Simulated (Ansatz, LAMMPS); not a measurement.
# Glassy 72SiO2-23Al2O3-3MgO-3K2O (mol %) (134 atoms) under strain: runs compared

Aim: relax glassy 72SiO2-23Al2O3-3MgO-3K2O (mol %) (134 atoms), then change its volume and shape to read moduli from the stress.

Computed with Ansatz 0.2.0: Kohn-Sham DFT, PBE, PAW (set soft_2), plane waves.

**1. The cell as built**

The cell holds 134 atoms: 28 Si, 18 Al, 1 Mg, 2 K and 85 O. Its edges and angles: a = 11.954 Å, b = 11.954 Å, c = 11.954 Å, α = 90.0°, β = 90.0°, γ = 90.0°. 134 atoms (28 Si, 18 Al, 1 Mg, 2 K, 85 O) placed at random at 2.47 g/cm³, melted at 4000 K for 10 ps at fixed volume with the Morse and Coulomb pair potential with partial charges (Pedone, Malavasi, Menziani, Cormack and Segre, J. Phys. Chem. B 110, 11780 (2006)). Quenched from 4000 K to 300 K at 25 K/ps and fixed volume, held 10 ps at zero pressure, then minimised at fixed cell.

Limits known from the start: The quench rate of 25 K/ps is orders of magnitude faster than experiment, which tends to freeze in extra defects. The starting topology of bonds comes from the classical model, and needn't be the one that DFT or experiment would give. Only the Γ point is sampled.

**2. The reference run**

The reference is a single point at the end of the relaxation.

Every strained cell starts from the geometry of this run, and its atoms are relaxed with the cell held.

Its input, with most atom lines left out:

```yaml
crystal:
  lattice:
    - [12.10996, -0.0773, 0.15039]
    - [-0.0773, 11.9431, -0.10246]
    - [0.15039, -0.10246, 12.2164]
  atoms:
    - { symbol: Si, position: [0.46819, 0.37374, 0.74919] }
    - { symbol: Si, position: [0.90254, 0.34758, 0.66714] }
    - { symbol: Si, position: [0.60888, 0.16118, 0.18486] }
    - { symbol: Si, position: [0.33532, 0.45315, 0.54008] }
    - { symbol: Si, position: [0.3524, 0.93837, 0.91593] }
    - { symbol: Si, position: [0.0365, 0.76826, 0.67013] }
    - { symbol: Si, position: [0.83843, 0.6195, 0.91984] }
    [... atom lines 8 to 134 left out ...]
kpoints:
  mp_grid: { grid: [1, 1, 1] }
hamiltonian:
  xc: pbe
scf:
  occupations: { method: gaussian, width: 0.025 }
output:
  forces: true
  stress: true
  populations: true
  dos:
    method: { smearing: { sigma: 0.1 } }
    de: 0.1
    projected: { site_lists: { Al: [Al], K: [K], Mg: [Mg], O: [O], Si: [Si] } }
  eigenvalues: true
  write_density: true
  write_potential: true
  volumetric_format: npy
  elf: true
```

| Quantity | Value |
| --- | --- |
| free energy per atom | -603.4894 eV/atom |
| r.m.s. force component | 0.00988 eV/Å |
| pressure | 0.002044 GPa |

Filled and empty levels are parted by 4.13 eV (at Γ alone); a semilocal functional tends to put such gaps too low. In a disordered cell it changes from sample to sample, and tail or defect levels can set it.

**3. The runs**

Each row is one run, on 4 threads of Intel Xeon Platinum 8375C at 2.90GHz (Ice Lake), shared host. The free energy is the program's total, comparable only between runs with the same functional, potentials and atoms.

```csv
run,atoms,outcome,"ionic steps, all passes",free energy (eV),time,host memory (GiB)
Single point at the start,134,converged,-,-80861.993,13 s,2.5
Cell and atoms relaxed,134,converged,32,-80867.579,7.3 min,2.7
Single point at the relaxed geometry,134,converged,-,-80867.579,23 s,2.7
Volume -3 %,134,converged,9,-80867.198,2.3 min,2.6
Volume +3 %,134,converged,17,-80867.317,4.6 min,2.8
Volume -6 %,134,converged,16,-80866.061,4 min,2.5
Volume +6 %,134,converged,17,-80866.556,4.8 min,2.9
Volume -10 %,134,converged,15,-80863.334,3.6 min,2.5
Stretched by 1 % along x,134,converged,7,-80867.524,1.9 min,2.7
Compressed by 1 % along x,134,converged,5,-80867.497,83 s,2.7
Sheared by 2 % in xy,134,converged,6,-80867.504,1.8 min,2.7
```

In some runs the program notes that the SCF threshold is loose for the stress.

**4. Pressure against volume**

Atoms are relaxed at each volume, in the scaled cell.

```csv
volume change (%),volume (Å³/atom),energy change (meV/atom),pressure (GPa),largest move on relaxing (Å),bonds,gap (eV)
-10,11.864,31.67,7.84,1.01,-,4.39
-6,12.391,11.33,4.61,0.74,-,4.27
-3,12.787,2.84,2.32,0.19,-,4.23
+0,13.182,0.00,0.00,-,-,4.13
+3,13.578,1.95,-1.57,0.58,-,4.11
+6,13.973,7.63,-3.35,0.65,-,3.83
```

**5. Uniaxial strain and shear**

Stress (GPa, compression positive) less that of the relaxed cell, atoms relaxed:

```csv
strain,xx,yy,zz,xy,energy change (meV/atom)
stretched by 1 % along x,-1.189,-0.380,-0.368,-0.034,0.40
compressed by 1 % along x,1.362,0.495,0.522,-0.004,0.61
sheared by 2 % in xy,0.002,0.166,0.162,-0.715,0.56
```

**6. Findings**

The bulk modulus, from the slope of pressure against ln V over the three points nearest the relaxed volume, is 64.9 GPa; between neighbouring points the slope runs 74, 73, 76, 53 and 62 GPa from the smallest volume up, without a steady fall, so no pressure derivative is given. At -10 %, -6 %, +3 % and +6 % some atom moved by over 0.5 Å on relaxing, so those points may sit in another local minimum. The gap goes from 4.39 eV at the smallest volume to 3.83 eV at the largest, -3.0 eV per unit of ln V by a straight line, on the run's k-points. In the Cartesian axes of the cell, finite differences give C11 = 128, C12 = 43.8, C13 = 44.5 and C66 = 35.8 GPa (the shear of 2 % is the engineering strain, εxy = 0.01). The mean of C11, C12 and C13, which equals the bulk modulus in a cubic or isotropic solid, is 71.9 GPa: it lies 11 % over the bulk modulus from the volumes. For an isotropic solid C66 would equal (C11 − C12)/2 = 41.9 GPa; so small a sample needn't be isotropic, and C66 rests on one shear. With the bulk modulus and C66 as K and G, Young's modulus would be about 91 GPa and Poisson's ratio 0.27.

**Limits.** Strains are finite and relaxations stop at the force tolerance of the input, which can leave moduli too stiff; they are those of a static cell at zero temperature. Volumes are changed with the cell's shape held, so in an anisotropic solid the modulus lies over the one under free hydrostatic load. The program notes that the SCF threshold of the relaxations is loose for the stress.

The DFT runs together took 32 min of wall time.

[Logs are printed without paths, hosts, clocks, repeated set-up lines and the standing remarks that a program may print on its own settings, such as how far it seeks lower states.]

[Hosts, paths, dates, database ids (printed as entryN), source tags and the programs' standing remarks are cut or masked in the printed files.]
